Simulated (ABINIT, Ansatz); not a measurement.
**TiO2 (Rutile): one start, several treatments of the self-energy**

Wanted: the gap of TiO2 (Rutile) under several approximations, with cost.

Program: ABINIT 10.8.3. Level of theory: PBE and many-body steps on it, plane waves. Results are calculated unless marked as measured.

**Experimental background.**

- Gap 3.03 eV: direct gap, E perpendicular to c; optical experiment; 1.6 K; bulk crystal (literature value) (quoted in “Shallow Valence Band of Rutile GeO2 and P-type Doping”, 2020, arxiv:2011.08928).

- Gap 3.28 eV: optical bandgap after anatase to rutile transformation; spectroscopic ellipsometry; film (polycrystalline sol-gel film on Si(100), annealed at high temperature below 800 °C) (“Photocatalytic Performance of Sol-Gel Prepared TiO2 Thin Films Annealed at Various Temperatures”, 2023, pmc:10419699).

- Gap 3.09 ± 0.06 eV: optical gap from Tauc plot assuming indirect allowed transition; UV/vis diffuse reflectance, Kubelka-Munk and Tauc analysis; film (30 nm ALD shell on quartz particles, grown at 200 C, annealed in air at 500 C; rutile-rich with some anatase) on SiO2 (quartz particles) (“Defect-Mediated Crystallization of the Particulate TiO2 Photocatalyst Grown by Atomic Layer Deposition”, 2024, pmc:11726664).

- Gap 3.05 eV: band gap; bulk crystal (literature experimental value) (quoted in “Hydrogen related defects in titanium dioxide at the interface to palladium”, 2021, arxiv:2112.05953).

Report form: the programs' logs are mostly left out.

### Step 1. The starting structure

It takes space group P4_2/mnm (No. 136, tetragonal). Conventional cell: a = 4.592 Å, b = 4.592 Å, c = 2.957 Å, α = 90.00°, β = 90.00°, γ = 90.00°. Nearest to Ti lie 6 O at 1.95 to 1.98 Å. Nearest to O lie 3 Ti at 1.95 to 1.98 Å. Farther neighbours and most contacts between anions are not listed.

The cell and positions come from the Crystallography Open Database and are kept as given unless a step says otherwise.

### Step 2. Empty states on the mesh, 4×4×4 mesh, 199 bands

This step: ABINIT 10.8.3; DFT, PBE, plane waves, norm-conserving pseudopotentials.

The sums over transitions need many empty states on a uniform mesh; this step solves for them.

run.abi reads:

```
acell 3*1.0 Angstrom
rprim 
  4.592200000000 0.000000000000 0.000000000000
  0.000000000000 4.592200000000 0.000000000000
  0.000000000000 0.000000000000 2.957400000000
ntypat 2
znucl 22 8
natom 6
typat 1 1 2 2 2 2
xred 
  0.000000000000 0.000000000000 0.000000000000
  0.500000000000 0.500000000000 0.500000000000
  0.304960000000 0.304960000000 0.000000000000
  0.195040000000 0.804960000000 0.500000000000
  0.695040000000 0.695040000000 0.000000000000
  0.804960000000 0.195040000000 0.500000000000
pp_dirpath "pseudos"
pseudos "Ti.upf, O.upf"
ecut 38
ngkpt 4 4 4
nshiftk 1
shiftk 0 0 0
kptopt 1
chksymbreak 0
irdden 1
istwfk *1
nband 199
prtvol 0
optdriver 6
gwr_task "HDIAGO"
paral_kgb 0
occopt 1
indata_prefix "in"
outdata_prefix "out"
tmpdata_prefix "tmp"
```

On the command line:

```sh
OMP_NUM_THREADS=1 mpirun -n 8 abinit run.abi > log
```

It took 6.1 min on 8 MPI ranks of Arm Neoverse N1, shared host; peak memory 9.9 GiB; 49 min of CPU time.

Numbers from this step:

* gap: 1.917 eV
* k of the valence top: 0, 0, 0
* k of the conduction bottom: 0, 0, 0
* least direct gap: 1.917 eV
* k points computed: 18
* lowest point of the top converged band, above the valence top: 98.8452 eV

On this mesh the gap is 1.917 eV.

The density comes from a self-consistent run that is not shown.

### Step 3. Screening, 4×4×4 mesh, 92 bands, screening to 114.3 eV

The RPA dielectric matrix is built and inverted for each q.

This step: RPA screening on PBE, plane waves, norm-conserving pseudopotentials.

run.abi: that of step 2 with these lines changed.

```diff
@@ -24,10 +24,11 @@
 chksymbreak 0
-irdden 1
 istwfk *1
-nband 199
-prtvol 0
-optdriver 6
-gwr_task "HDIAGO"
-paral_kgb 0
 occopt 1
+irdwfk 1
+optdriver 3
+nband 92
+ecuteps 4.2
+inclvkb 2
+awtr 1
+symchi 1
 indata_prefix "in"
```

Elapsed: 2.9 min, on 8 MPI ranks; peak memory 3.4 GiB; 23 min of CPU time.

Numbers from this step:

```
ε∞ with local fields, on this mesh, along the program's q direction : 8.562
the same without local fields                                       : 8.952
plasma frequency                                                    : 32.58 eV
plane waves in the screening matrix                                 : 181
```

Local fields lower ε∞ by 4 %. On a Γ-centred mesh this coarse the value itself is usually too large, while a short band sum pulls it down.

### Step 4. G0W0, Godby-Needs plasmon pole

The self-energy is evaluated for the states that the input lists, and the levels follow from it, in one-shot runs by the linearised quasiparticle equation.

This step: G0W0 on PBE, plane waves, norm-conserving pseudopotentials.

run.abi: that of step 3 with these lines changed.

```diff
@@ -27,8 +27,15 @@
 irdwfk 1
-optdriver 3
+optdriver 4
 nband 92
+gwcalctyp 0
+ecutsigx 38
+symsigma 1
+nkptgw 1
+kptgw 
+  0.0000000000 0.0000000000 0.0000000000
+bdgw 
+  22 26
 ecuteps 4.2
-inclvkb 2
-awtr 1
-symchi 1
+irdscr 1
+ppmodel 1
 indata_prefix "in"
```

The job ended after 7.8 s (8 MPI ranks; peak memory 1.6 GiB; 62 s of CPU time).

Numbers from this step:

```
G0W0 gap on the points computed              : 3.380 eV
starting gap on the mesh                     : 1.917 eV
k of the valence top                         : 0, 0, 0
k of the conduction bottom                   : 0, 0, 0
Z at the valence top                         : 0.765
Z at the conduction bottom                   : 0.78
least direct G0W0 gap on the computed points : 3.380 eV
```

The gap on the mesh goes from 1.92 eV to 3.38 eV, a correction of +1.46 eV.

### Step 5. G0W0, Engel-Farid plasmon pole

run.abi: that of step 4 with these lines changed.

```diff
@@ -39,3 +39,3 @@
 irdscr 1
-ppmodel 1
+ppmodel 4
 indata_prefix "in"
```

It took 6.8 s on 8 MPI ranks; peak memory 1.5 GiB; 54 s of CPU time.

Numbers from this step:

```
G0W0 gap on the points computed              : 3.493 eV
starting gap on the mesh                     : 1.917 eV
k of the valence top                         : 0, 0, 0
k of the conduction bottom                   : 0, 0, 0
Z at the valence top                         : 0.787
Z at the conduction bottom                   : 0.802
least direct G0W0 gap on the computed points : 3.493 eV
```

Against G0W0 in ABINIT (4×4×4 mesh, 92 bands, screening to 114.3 eV, Godby-Needs plasmon pole), the gap moves by +0.113 eV.

### Step 6. G0W0, von der Linden-Horsch plasmon pole

run.abi: that of step 5 with these lines changed.

```diff
@@ -39,3 +39,3 @@
 irdscr 1
-ppmodel 4
+ppmodel 3
 indata_prefix "in"
```

It took 6.8 s on 8 MPI ranks; peak memory 1.5 GiB; 54 s of CPU time.

This step gave:

```
G0W0 gap on the points computed              : 3.521 eV
starting gap on the mesh                     : 1.917 eV
k of the valence top                         : 0, 0, 0
k of the conduction bottom                   : 0, 0, 0
least direct G0W0 gap on the computed points : 3.521 eV
```

Against G0W0 in ABINIT (4×4×4 mesh, 92 bands, screening to 114.3 eV, Godby-Needs plasmon pole), the gap moves by +0.141 eV.

### Step 7. One-shot Hartree-Fock

This step: one-shot Hartree-Fock on PBE, plane waves, norm-conserving pseudopotentials.

run.abi: that of step 6 with these lines changed.

```diff
@@ -28,4 +28,4 @@
 optdriver 4
-nband 92
-gwcalctyp 0
+nband 28
+gwcalctyp 5
 ecutsigx 38
@@ -37,5 +37,4 @@
   22 26
-ecuteps 4.2
-irdscr 1
-ppmodel 3
+ixc_sigma 40
+fftgw 31
 indata_prefix "in"
```

It took 4 s on 8 MPI ranks; peak memory 1.1 GiB.

Numbers from this step:

| Item | Value |
| --- | --- |
| quasiparticle gap on the points computed | 14.58 eV |
| starting gap on the mesh | 1.917 eV |
| k of the valence top | 0, 0, 0 |
| k of the conduction bottom | 0, 0, 0 |
| least direct quasiparticle gap on the computed points | 14.58 eV |

Against G0W0 in ABINIT (4×4×4 mesh, 92 bands, screening to 114.3 eV, Godby-Needs plasmon pole), the gap moves by +11.198 eV.

### Step 8. Screening, 4×4×4 mesh, 92 bands, screening to 114.3 eV

This step: RPA screening on PBE, plane waves, norm-conserving pseudopotentials.

run.abi: that of step 7 with these lines changed.

```diff
@@ -27,14 +27,14 @@
 irdwfk 1
-optdriver 4
-nband 28
-gwcalctyp 5
-ecutsigx 38
-symsigma 1
-nkptgw 1
-kptgw 
-  0.0000000000 0.0000000000 0.0000000000
-bdgw 
-  22 26
-ixc_sigma 40
-fftgw 31
+optdriver 3
+nband 92
+ecuteps 4.2
+inclvkb 2
+awtr 1
+symchi 1
+gwcalctyp 2
+nfreqre 16
+freqremax 40 eV
+nfreqim 8
+spmeth 1
+nomegasf 120
 indata_prefix "in"
```

Elapsed: 3.7 min, on 8 MPI ranks; peak memory 3.8 GiB; 29 min of CPU time.

This step gave:

- ε∞ with local fields, on this mesh, along the program's q direction: 8.682
- the same without local fields: 9.080
- plasma frequency: 32.58 eV
- plane waves in the screening matrix: 181

### Step 9. G0W0, contour deformation

This step: G0W0 on PBE, plane waves, norm-conserving pseudopotentials.

run.abi: that of step 8 with these lines changed.

```diff
@@ -27,14 +27,14 @@
 irdwfk 1
-optdriver 3
+optdriver 4
 nband 92
+gwcalctyp 2
+ecutsigx 38
+symsigma 1
+nkptgw 1
+kptgw 
+  0.0000000000 0.0000000000 0.0000000000
+bdgw 
+  22 26
 ecuteps 4.2
-inclvkb 2
-awtr 1
-symchi 1
-gwcalctyp 2
-nfreqre 16
-freqremax 40 eV
-nfreqim 8
-spmeth 1
-nomegasf 120
+irdscr 1
 indata_prefix "in"
```

Run time: 7 s. Hardware: 8 MPI ranks; peak memory 1.8 GiB; 55 s of CPU time.

This step gave:

```
G0W0 gap on the points computed              : 3.396 eV
starting gap on the mesh                     : 1.917 eV
k of the valence top                         : 0, 0, 0
k of the conduction bottom                   : 0, 0, 0
least direct G0W0 gap on the computed points : 3.396 eV
```

Against G0W0 in ABINIT (4×4×4 mesh, 92 bands, screening to 114.3 eV, Godby-Needs plasmon pole), the gap moves by +0.016 eV.

### Step 10. Side by side

Times are wall times on 8 MPI ranks of Arm Neoverse N1, shared host, good to a factor of about two. A run's time includes the screening step that it read.

| run | mesh | bands | screening cutoff (eV) | DFT gap (eV) | gap on the mesh (eV) | direct (eV) | ε∞ used | time |
| --- | --- | --- | --- | --- | --- | --- | --- | --- |
| G0W0, Godby-Needs plasmon pole | 4×4×4 | 92 | 114.3 | 1.917 | 3.380 | 3.380 | 8.56 | 3.1 min |
| G0W0, Engel-Farid plasmon pole | 4×4×4 | 92 | 114.3 | 1.917 | 3.493 | 3.493 | 8.56 | 3 min |
| G0W0, von der Linden-Horsch plasmon pole | 4×4×4 | 92 | 114.3 | 1.917 | 3.521 | 3.521 | 8.56 | 3 min |
| one-shot Hartree-Fock | 4×4×4 | - | - | 1.917 | 14.578 | 14.578 | - | 4 s |
| G0W0, contour deformation | 4×4×4 | 92 | 114.3 | 1.917 | 3.396 | 3.396 | 8.68 | 3.8 min |

### Step 11. Results

- G0W0, Godby-Needs plasmon pole: 3.380 eV
- G0W0, Engel-Farid plasmon pole: 3.493 eV
- G0W0, von der Linden-Horsch plasmon pole: 3.521 eV
- one-shot Hartree-Fock: 14.578 eV
- G0W0, contour deformation: 3.396 eV
- known limits: not at the basis limit; coarse k mesh

**Reading.** G0W0, Engel-Farid plasmon pole: +0.113 eV against G0W0, Godby-Needs plasmon pole. G0W0, von der Linden-Horsch plasmon pole: +0.141 eV against G0W0, Godby-Needs plasmon pole. One-shot Hartree-Fock: +11.198 eV against G0W0, Godby-Needs plasmon pole. G0W0, contour deformation: +0.016 eV against G0W0, Godby-Needs plasmon pole. Bare exchange alone opens the gap to 14.58 eV; against G0W0, correlation takes back 11.20 eV. Against experiment, by G0W0, Godby-Needs plasmon pole: the direct gap of 3.38 eV lies +0.35 eV from the measured 3.03 eV (direct, 1.6 K, quoted 2020); the gap of 3.38 eV lies +0.10 eV from the measured 3.28 eV (optical, 2023); the gap of 3.38 eV lies +0.29 eV from the measured 3.09 ± 0.06 eV (indirect, on SiO2 (quartz particles), 2024); the gap of 3.38 eV lies +0.33 eV from the measured 3.05 eV (kind not stated, quoted 2021). An exciton line or allowed optical edge lies below the quasiparticle gap by the binding energy; a forbidden edge can push the onset above it. These are gaps on the mesh, at modest bands and cutoff. The calculation has static nuclei and no excitons; a measured gap holds zero-point and thermal motion, which mostly lowers it. Bands and cutoff are finite, so the gap is not at the basis limit. The miss can reach some tenths of an eV and take either sign; the mesh is an error of its own. In the G0W0 runs levels were corrected at 1 k point alone, so a gap called «on the mesh» is the least over those, and an edge elsewhere would be missed. The 4×4×4 mesh is coarse for this cell, which bears on the long-range parts of exchange and screening.

[Paths, hosts, dates, memory and timing lines, banners, echoed tables and standing remarks are left out of the program output.]

[Logs are printed without paths, hosts, clocks, repeated set-up lines and the standing remarks that a program may print on its own settings, such as how far it seeks lower states.]

[Runs of the session that timed out or met a known fault of the program may be left out.]

[Hosts, paths, dates, database ids (printed as entryN), source tags and the programs' standing remarks are cut or masked in the printed files.]

[G0W0 gaps are taken among the corrected bands and points alone; a level outside them can change the order at an edge.]

[Where Ansatz stands beside ABINIT at settings called matched, ABINIT's density can come from a denser mesh and the files from another edition; pairs whose starting gaps differed by over 0.03 eV were left out, so agreement reads better than it is.]
